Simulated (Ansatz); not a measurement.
# BaSrNCl: complex band structure, part 2 of 3

Wanted: the relaxed cell of BaSrNCl, its band edges and its decay constants. It is built by putting Ba for part of the Sr in the Sr2NCl structure of space group R-3m, with the volume rescaled by atomic radii. The parent structure comes from the Materials Project.

Ansatz 0.2.0; r2SCAN DFT, plane waves, PAW files (the session's first sound run).

So far. Step 2 (Relaxing the new crystal): The largest force component on a free atom ends at 0.019 eV/Å.

The structure was built from a prototype and need not be the compound's stable phase.

## 3. The bulk crystal and its band edges

The energy window and the wavevectors of the next steps follow from the band edges, so these are searched first, off the mesh as well.

input.yaml

```yaml
crystal:
  lattice:
    - [1.9893021115, 1.1485241096, 7.3731496608]
    - [-1.9893021115, 1.1485241096, 7.3731496608]
    - [0.0, -2.2970482192, 7.3731496608]
  atoms:
    - { symbol: Ba, position: [0.7713285322, 0.7713285322, 0.7713285322] }
    - { symbol: Sr, position: [0.2322703575, 0.2322703575, 0.2322703575] }
    - { symbol: "N", position: [0.5040203874, 0.5040203874, 0.5040203874] }
    - { symbol: Cl, position: [-0.0076192771, -0.0076192771, -0.0076192771] }
kpoints:
  mp_grid: { grid: [8, 8, 8] }
  band_path: { path: [VBM, CBM], npoints: 30 }
scf:
  occupations: { method: fixed }
hamiltonian:
  xc: r2scan
output:
  eigenvalues: true
  write_potential: true
  write_density: true
  volumetric_format: npy
  elf: true
```

On the command line:

```bash
> ansatz run input.yaml --threads 2 --pin off --max-ram 4096MiB --backend cpu --events-out ev --progress --plain --runs-dir out
```

Numbers of over 12 decimals in the logs are rounded to 6 here.

The program printed:

```text
[...]
Crystal: 4 atoms, lattice volume = 101.075 Å³
Basis set: ecut = 500 eV, 2571 PW (Γ), FFT grids on a1−a2, a2, −a2+a3, exchange–correlation on 120×240×120 points (64 copies of the dense FFT grid, shifted against one another)
Bands: 20, of which v1, the nominal top of the filled ones, is band 16 counted from 1 (15 counted from 0)
Symmetry: 6 space group operations
[...]
k-points: 65 of 512 (time reversal used)
[...]
SCF iter   1: F=—  HF=-10994.306448 eV  |F-HF|=—  |Δ(HF+E_count)|=         —  Δρ=6.62e-3  dr2=7.90e-2  dr2_τ=6.73e-2  ethr=1.77e-3  ⟨swp⟩=5.7  Hψ=6349  notcnv=0  defer=130
[...]
SCF iter   7: F=-10994.441170 eV  HF=-10994.441170 eV  |F-HF|=7.77e-9  |Δ(HF+E_count)|=   5.94e-9  Δρ=4.58e-6  dr2=3.08e-8  dr2_τ=2.67e-9  ethr=3.13e-10  ⟨swp⟩=6.7  Hψ=7193  notcnv=0
SCF 1 converged in 7 iterations: F = -10994.441170 eV  dr2 = 3.08e-8
[...]
NSCF: frozen V_eff on 32 k-points
[...]
SCF converged after 7 iterations
Free energy (F): -10994.441170 eV
[...]
Internal energy: -10994.441170 eV  (E = F + TS)
E sigma→0 (E₀):  -10994.441170 eV
Fermi energy:    7.621803 eV
[...]
--- Band table (eV; the first three rows and the last of 65) ---
  k-point 0: bands = [... 12 lower, 3.6337, 6.6618, 7.2759, 7.2759, 10.0900, 11.1581, 11.9096, 11.9096]
  k-point 1: bands = [... 12 lower, 3.5961, 6.7689, 7.1558, 7.3174, 10.5989, 11.1234, 11.6314, 12.2214]
  k-point 2: bands = [... 12 lower, 3.5054, 6.8849, 7.2924, 7.4038, 10.4743, 11.4879, 12.0546, 12.2749]
  k-point 64: bands = [... 12 lower, 3.6465, 6.3863, 7.2043, 7.2043, 10.8215, 11.4334, 12.2639, 12.2639]
```

Wall time 34 s (2 threads of Arm Neoverse V2, shared host); peak memory 0.58 GiB.

Numbers from this step:

- free energy: -10994.4412 eV
- Fermi energy: 7.622 eV
- gap on the k-mesh: 1.825 eV
- gap on path: 1.821 eV, by band count; negative where bands overlap
- direct gap on path: 1.825 eV
- edge places on path: 0, 1.734 1/A along the path

Electronic bands along the path, in eV, zero at the Fermi level (highest filled level under fixed occupations); v1 is the highest filled band, c1 the lowest empty one:

| point | v4 | v3 | v2 | v1 | c1 | c2 | c3 | c4 |
| --- | --- | --- | --- | --- | --- | --- | --- | --- |
| VBM | -4.32 | -0.61 | -0.11 | 0.00 | 1.97 | 4.41 | 4.99 | 5.80 |
| halfway | -4.24 | -0.87 | -0.14 | -0.01 | 2.44 | 3.76 | 4.65 | 5.48 |
| CBM | -4.27 | -0.65 | -0.08 | 0.00 | 1.82 | 4.45 | 5.03 | 5.84 |

The electronic bands as a text plot (rows in eV, shown from -5.3 to 4.9 only; labels by their first letter):

```
    4.7 |       +++++++++    +++++++++++++   ++++++++++
    4.3 |+++++++         ++++             +++            ++++++++
    3.8 |       +++  ++++    +++++++++++++   ++++    ++++
    3.4 |          ++                            ++++
    3.0 |        ++++++++++                  ++++++++
    2.6 |     +++          ++++++++++++++++++        ++++
    2.2 |+++++                                           +++
    1.7 |                                                   +++++
    1.3 |
    0.9 |
    0.5 |
    0.0 |********************************************************
   -0.4 | *****************                  *************
   -0.8 |*                 ******************             *******
   -1.2 |
   -1.7 |
   -2.1 |
   -2.5 |
   -2.9 |
   -3.4 |
   -3.8 |
   -4.2 |***               ******************          **********
   -4.6 |********************************************************
   -5.0 |********************************************************
         V                                                      C
```

Electrostatic potential energy in the ac plane of the conventional cell at fractional y = 0.000, with atoms of Ba and Sr and N and Cl within 0.2 Å of it. With pseudopotentials it is smooth inside the atoms' cores, unlike the true potential.

Values in eV, 24 rows by 14 columns, each cell a mean:
```
-18 -13  -2   7   9  10  10  10  10  10   9   4  -7 -16
  9   9   9   8   7   6   5   4   5   6   8   9   9   9
  9   9   8   7   5   2   0  -1   1   4   6   8   8   9
  9   9   9  10  10   9   9   8   9   9  10   9   9   9
-16 -12  -4   4   9  11  12  12  11  10   7   2  -7 -14
-40 -40 -35  -8   3   8  10  10   9   6   0 -20 -39 -40
-15 -11  -3   4   7   9  10  10   9   8   6   1  -6 -13
  9   9  10  10  10  10   9   9   9  10  10  10   9   9
 11  10  10  10  10  10   9   9   9  10  10  10  10  11
 10  10   9   8   7   6   5   5   5   6   8   9   9  10
 11  11  10   8   5   2  -1  -2   0   4   7   9  11  11
-21 -13   3  11  10   8   7   6   7   9  11   9  -4 -18
-22 -14   3  11  11   9   7   7   8  10  11   9  -4 -19
 12  11  11   9   7   4   2   2   3   5   8  10  11  12
 11  11  10   9   8   7   7   7   7   8   9  10  10  11
 11  11  11  11  10   9   9   8   9  10  10  11  11  11
  8   8   9   9  10  10  10  10  10  10  10   9   8   8
-19 -16 -10  -1   5   8   9   9   8   7   3  -5 -13 -18
-37 -34 -28 -15   0   6   9   9   8   5  -6 -22 -31 -36
-12 -10  -4   3   8  10  11  12  11  10   6   0  -7 -11
  9   9  10  10  10  10   9   9   9  10  10  10   9   9
 10  10   9   8   7   5   3   3   4   6   7   9   9  10
  3   5   7   8   8   8   7   7   7   8   8   8   6   4
-38 -35 -20   2   9  10  10  10  10  10   7  -6 -28 -37
```
Columns run along a (4.0 Å; values clipped at the 3rd and 97th percentile), rows up along c (22.1 Å), edges of the conventional cell, whose origin can differ from the input's. Atoms in or near the plane, at fractional coordinates: Ba at (0.00, 0.23), Sr at (0.00, 0.77), N at (0.00, 0.50), Cl at (0.00, 0.01).

Valence density in the ac plane of the conventional cell at fractional y = 0.000, with atoms of Ba and Sr and N and Cl within 0.2 Å of it. It is the smooth field of the valence electrons, not physical close to the nuclei.

Values in e/Å³, 24 rows by 14 columns, each cell a mean:
```
1.1 1.1 0.7 0.3 0.1 0.1 0.0 0.0 0.0 0.1 0.2 0.5 0.9 1.1
0.1 0.1 0.1 0.1 0.1 0.1 0.2 0.2 0.1 0.1 0.1 0.1 0.1 0.1
0.0 0.0 0.0 0.1 0.2 0.3 0.4 0.4 0.3 0.2 0.1 0.1 0.0 0.0
0.0 0.0 0.1 0.1 0.1 0.2 0.2 0.3 0.2 0.2 0.1 0.1 0.1 0.0
1.1 0.9 0.5 0.2 0.1 0.1 0.2 0.2 0.2 0.1 0.2 0.3 0.7 1.0
2.0 2.5 2.0 0.8 0.2 0.1 0.1 0.1 0.1 0.1 0.4 1.2 2.3 2.4
1.0 0.8 0.5 0.2 0.1 0.1 0.1 0.1 0.1 0.1 0.1 0.3 0.6 0.9
0.0 0.0 0.0 0.1 0.1 0.2 0.2 0.3 0.2 0.2 0.1 0.1 0.0 0.0
0.0 0.0 0.0 0.0 0.1 0.1 0.2 0.2 0.1 0.1 0.1 0.0 0.0 0.0
0.0 0.0 0.0 0.0 0.1 0.1 0.2 0.2 0.2 0.1 0.1 0.0 0.0 0.0
0.2 0.1 0.1 0.1 0.2 0.3 0.4 0.4 0.3 0.2 0.1 0.1 0.1 0.2
2.2 1.7 0.9 0.4 0.2 0.1 0.1 0.1 0.1 0.2 0.2 0.5 1.2 2.0
2.2 1.7 0.9 0.4 0.2 0.1 0.1 0.1 0.1 0.1 0.2 0.5 1.2 2.0
0.2 0.1 0.1 0.1 0.1 0.1 0.2 0.2 0.2 0.1 0.1 0.1 0.1 0.2
0.0 0.0 0.0 0.0 0.1 0.1 0.1 0.1 0.1 0.1 0.0 0.0 0.0 0.0
0.0 0.0 0.0 0.1 0.1 0.2 0.3 0.3 0.2 0.2 0.1 0.0 0.0 0.0
0.1 0.1 0.1 0.1 0.1 0.1 0.1 0.2 0.1 0.1 0.1 0.1 0.1 0.1
0.9 0.9 0.7 0.4 0.2 0.1 0.0 0.0 0.0 0.1 0.2 0.5 0.8 0.9
0.6 1.0 1.3 0.9 0.4 0.1 0.1 0.1 0.1 0.2 0.5 1.1 1.2 0.8
0.8 0.7 0.5 0.3 0.2 0.2 0.2 0.2 0.2 0.2 0.2 0.4 0.6 0.8
0.0 0.0 0.1 0.1 0.1 0.2 0.2 0.2 0.2 0.1 0.1 0.1 0.1 0.0
0.0 0.0 0.0 0.1 0.1 0.2 0.2 0.2 0.2 0.1 0.1 0.0 0.0 0.0
0.5 0.4 0.3 0.2 0.1 0.1 0.1 0.1 0.1 0.1 0.1 0.2 0.3 0.5
0.8 1.4 1.4 0.6 0.2 0.1 0.0 0.0 0.1 0.1 0.4 1.0 1.5 1.2
```
Columns run along a (4.0 Å), rows up along c (22.1 Å), edges of the conventional cell, whose origin can differ from the input's. Atoms in or near the plane, at fractional coordinates: Ba at (0.00, 0.23), Sr at (0.00, 0.77), N at (0.00, 0.50), Cl at (0.00, 0.01).

ELF in the ac plane of the conventional cell at fractional y = 0.000, with atoms of Ba and Sr and N and Cl within 0.2 Å of it. It is the smooth field of the valence electrons, not physical close to the nuclei.

Values, 24 rows by 14 columns, each cell a mean:
```
0.78 0.80 0.79 0.67 0.45 0.21 0.05 0.03 0.09 0.30 0.56 0.74 0.81 0.80
0.30 0.25 0.17 0.12 0.17 0.27 0.36 0.38 0.33 0.22 0.12 0.12 0.20 0.27
0.02 0.03 0.05 0.13 0.29 0.43 0.51 0.53 0.49 0.37 0.21 0.08 0.03 0.02
0.04 0.05 0.07 0.13 0.20 0.25 0.28 0.28 0.27 0.23 0.17 0.10 0.06 0.04
0.60 0.56 0.43 0.23 0.19 0.35 0.52 0.57 0.46 0.28 0.18 0.31 0.49 0.59
0.34 0.61 0.82 0.70 0.28 0.08 0.12 0.16 0.10 0.12 0.47 0.79 0.77 0.48
0.62 0.58 0.47 0.27 0.13 0.17 0.25 0.28 0.22 0.13 0.16 0.36 0.53 0.61
0.03 0.04 0.08 0.24 0.48 0.65 0.73 0.75 0.71 0.60 0.38 0.14 0.04 0.03
0.01 0.02 0.06 0.15 0.29 0.38 0.44 0.45 0.42 0.35 0.23 0.10 0.03 0.01
0.05 0.04 0.03 0.05 0.14 0.26 0.35 0.37 0.32 0.22 0.10 0.04 0.03 0.04
0.51 0.41 0.24 0.14 0.25 0.49 0.67 0.71 0.61 0.40 0.20 0.18 0.31 0.46
0.59 0.71 0.74 0.58 0.32 0.17 0.16 0.17 0.17 0.23 0.43 0.66 0.75 0.66
0.60 0.72 0.76 0.63 0.37 0.16 0.09 0.08 0.10 0.22 0.49 0.71 0.77 0.67
0.55 0.47 0.31 0.14 0.10 0.20 0.34 0.38 0.27 0.12 0.08 0.20 0.39 0.52
0.06 0.05 0.04 0.05 0.09 0.14 0.18 0.19 0.16 0.12 0.08 0.04 0.04 0.05
0.01 0.02 0.08 0.26 0.50 0.64 0.71 0.72 0.69 0.60 0.41 0.18 0.05 0.02
0.14 0.12 0.09 0.12 0.26 0.43 0.55 0.58 0.50 0.36 0.20 0.11 0.11 0.14
0.69 0.73 0.73 0.59 0.33 0.11 0.05 0.06 0.07 0.19 0.45 0.66 0.73 0.71
0.15 0.38 0.74 0.80 0.54 0.21 0.10 0.11 0.11 0.32 0.69 0.82 0.62 0.25
0.68 0.63 0.52 0.33 0.23 0.32 0.48 0.54 0.42 0.25 0.23 0.41 0.57 0.66
0.06 0.06 0.08 0.13 0.21 0.27 0.30 0.31 0.29 0.25 0.17 0.10 0.06 0.06
0.07 0.06 0.04 0.04 0.07 0.15 0.24 0.27 0.22 0.13 0.06 0.04 0.05 0.07
0.69 0.66 0.55 0.37 0.18 0.08 0.08 0.09 0.08 0.12 0.26 0.45 0.60 0.68
0.53 0.72 0.84 0.84 0.69 0.37 0.08 0.03 0.18 0.52 0.77 0.85 0.81 0.63
```
Columns run along a (4.0 Å), rows up along c (22.1 Å), edges of the conventional cell, whose origin can differ from the input's. Atoms in or near the plane, at fractional coordinates: Ba at (0.00, 0.23), Sr at (0.00, 0.77), N at (0.00, 0.50), Cl at (0.00, 0.01).

The searched edges give 1.82 eV, against 1.83 eV on the mesh.

## 4. Decaying states in the gap

This step: r2SCAN DFT, plane waves, PAW files; complex bands by layer matching along the plane's normal (Ansatz 0.2.0).

The same crystal is laid in a cell whose first two vectors span the (101) plane (indices of the standard conventional cell, whose axes can be ordered otherwise than in the bulk input). At fixed energy and wavevector in the plane the solver finds all kz, real and complex. A few wavevectors are listed, (0, 0) and (-0.5, 0) in units of the plane's reciprocal vectors; the slowest state needn't be among them.

input.yaml

```yaml
crystal:
  lattice:
    - [7.722678709, 0.0, 0.0]
    - [1.024857576, 3.844341103, 0.0]
    - [1.024857576, 1.78556287, 3.404515201]
  atoms:
    - { symbol: Ba, position: [0.3139855966, 0.2286714678, 0.2286714678] }
    - { symbol: Sr, position: [0.6968110725, 0.7677296425, 0.7677296425] }
    - { symbol: "N", position: [0.5120611622, 0.4959796126, 0.4959796126] }
    - { symbol: Cl, position: [0.9771421687, 0.0076192771, 0.0076192771] }
kpoints:
  mp_grid: { grid: [8, 8, 8] }
scf:
  occupations: { method: fixed }
hamiltonian:
  xc: r2scan
output:
  eigenvalues: true
  transmission:
    leads: [[0, 0]]
    kpoints: [[0.0, 0.0], [-0.5, 0.0]]
    e_range: [-1.0, 2.82]
    de: 0.08
```

The program printed:

```text
[...]
Crystal: 4 atoms, lattice volume = 101.075 Å³
Basis set: ecut = 500 eV, 2571 PW (Γ), exchange–correlation on 240×120×120 points (64 copies of the dense FFT grid, shifted against one another)
Bands: 20, of which v1, the nominal top of the filled ones, is band 16 counted from 1 (15 counted from 0)
Symmetry: 6 space group operations
[...]
k-points: 65 of 512 (time reversal used)
[...]
SCF iter   1: F=—  HF=-10994.306703 eV  |F-HF|=—  |Δ(HF+E_count)|=         —  Δρ=6.62e-3  dr2=7.88e-2  dr2_τ=6.73e-2  ethr=1.77e-3  ⟨swp⟩=5.8  Hψ=6422  notcnv=0  defer=130
[...]
SCF iter   7: F=-10994.441170 eV  HF=-10994.441170 eV  |F-HF|=7.61e-9  |Δ(HF+E_count)|=   5.37e-9  Δρ=4.55e-6  dr2=3.07e-8  dr2_τ=2.56e-9  ethr=3.13e-10  ⟨swp⟩=6.8  Hψ=7187  notcnv=0
SCF 1 converged in 7 iterations: F = -10994.441170 eV  dr2 = 3.07e-8
[...]
transmission: 7 of 14 steps passed
transmission: 14 of 14 steps passed
SCF converged after 7 iterations
Free energy (F): -10994.441170 eV
[...]
Internal energy: -10994.441170 eV  (E = F + TS)
E sigma→0 (E₀):  -10994.441170 eV
Fermi energy:    7.621799 eV
[...]
--- Band table (eV; the first three rows and the last of 65) ---
  k-point 0: bands = [... 12 lower, 3.6337, 6.6618, 7.2758, 7.2758, 10.0900, 11.1581, 11.9096, 11.9096]
  k-point 1: bands = [... 12 lower, 3.5961, 6.7689, 7.1558, 7.3174, 10.5989, 11.1234, 11.6314, 12.2214]
  k-point 2: bands = [... 12 lower, 3.5054, 6.8849, 7.2924, 7.4038, 10.4743, 11.4879, 12.0546, 12.2749]
  k-point 64: bands = [... 12 lower, 3.6465, 6.3863, 7.2042, 7.2042, 10.8215, 11.4334, 12.2639, 12.2639]
--- Transmission ---
  basis      : 313 plane waves across, 7 finite elements along
  points     : 2, as listed
  energies   : 48 from -1.000000 to 2.760000 eV about the Fermi level, 0.080000 eV apart; the leads are filled to 0.912512 eV, and channels, transmission and decay are at 0.920000 eV
  crystal 0  : Cl1Ba1N1Sr1, at the sites [0, 0], period 3.4045 Å: whole cells are its period
    offset         : up to 0.0000 Å between an atom of the period and one for which it stands
    channels       : 0.000000e0 a spin
    conductance    : none, the energies end too early or step too widely for 300 K: set another output.transmission.e_range or a lower de, or, where they end at an eighth of basis.ecutwfc, a higher one
    slowest decay  : 0.2612 /Å at (0.0000, 0.0000)
```

Wall time 71 s (2 threads); peak memory 1 GiB; 2 min of CPU time.

Numbers from this step:

```
level to which the leads are filled                       : 0.9125 eV from the Fermi level
decay constant at the filling level, zone centre          : 0.2612 Å⁻¹
decay constant at the filling level, slowest listed point : 0.2612 Å⁻¹
```

K parallel (0, 0); values up to 1.5 1/Å, a degenerate pair printed once or twice; energies at which all values exceed this have no row. The Im kz of the slowest decaying states by energy, zero at the highest filled level on the SCF mesh:

| energy (eV) | decay 1 (Å⁻¹) | decay 2 (Å⁻¹) | decay 3 (Å⁻¹) | decay 4 (Å⁻¹) |
| --- | --- | --- | --- | --- |
| -1.00 | 0.134 | 0.238 | 0.332 | 0.592 |
| -0.84 | 0.306 | 0.556 | 0.612 | 0.629 |
| -0.68 | 0.181 | 0.231 | 0.518 | 0.545 |
| -0.52 | 0.0903 | 0.344 | 0.405 | 0.478 |
| -0.36 | 0.126 | 0.397 | 0.434 | 0.597 |
| -0.28 | 0.118 | 0.409 | 0.416 | 0.594 |
| -0.12 | 0.189 | 0.252 | 0.342 | 0.443 |
| -0.04 | 0.207 | 0.279 | 0.453 | 0.484 |
| 0.04 | 0.209 | 0.221 | 0.461 | 0.535 |
| 0.20 | 0.240 | 0.283 | 0.474 | 0.572 |
| 0.36 | 0.252 | 0.319 | 0.482 | 0.564 |
| 0.52 | 0.259 | 0.342 | 0.487 | 0.555 |
| 0.68 | 0.262 | 0.358 | 0.490 | 0.545 |
| 0.84 | 0.262 | 0.371 | 0.490 | 0.534 |
| 0.92 | 0.261 | 0.376 | 0.489 | 0.529 |
| 1.08 | 0.258 | 0.384 | 0.486 | 0.517 |
| 1.24 | 0.252 | 0.391 | 0.482 | 0.504 |
| 1.40 | 0.243 | 0.396 | 0.477 | 0.491 |
| 1.56 | 0.232 | 0.401 | 0.470 | 0.477 |
| 1.72 | 0.217 | 0.404 | 0.462 | 0.462 |
| 1.88 | 0.198 | 0.407 | 0.445 | 0.453 |
| 2.04 | 0.174 | 0.410 | 0.428 | 0.444 |
| 2.12 | 0.160 | 0.411 | 0.419 | 0.426 |
| 2.28 | 0.121 | 0.294 | 0.399 | 0.409 |
| 2.44 | 0.0481 | 0.377 | 0.400 | 0.438 |
| 2.60 | 0.353 | 0.388 | 0.443 | 0.495 |
| 2.76 | 0.327 | 0.380 | 0.443 | 0.470 |

[end of part 2 of 3]

[Logs are printed without paths, hosts, clocks, repeated set-up lines and the standing remarks that a program may print on its own settings, such as how far it seeks lower states.]

[Hosts, paths, dates, database ids (printed as entryN), source tags and the programs' standing remarks are cut or masked in the printed files.]
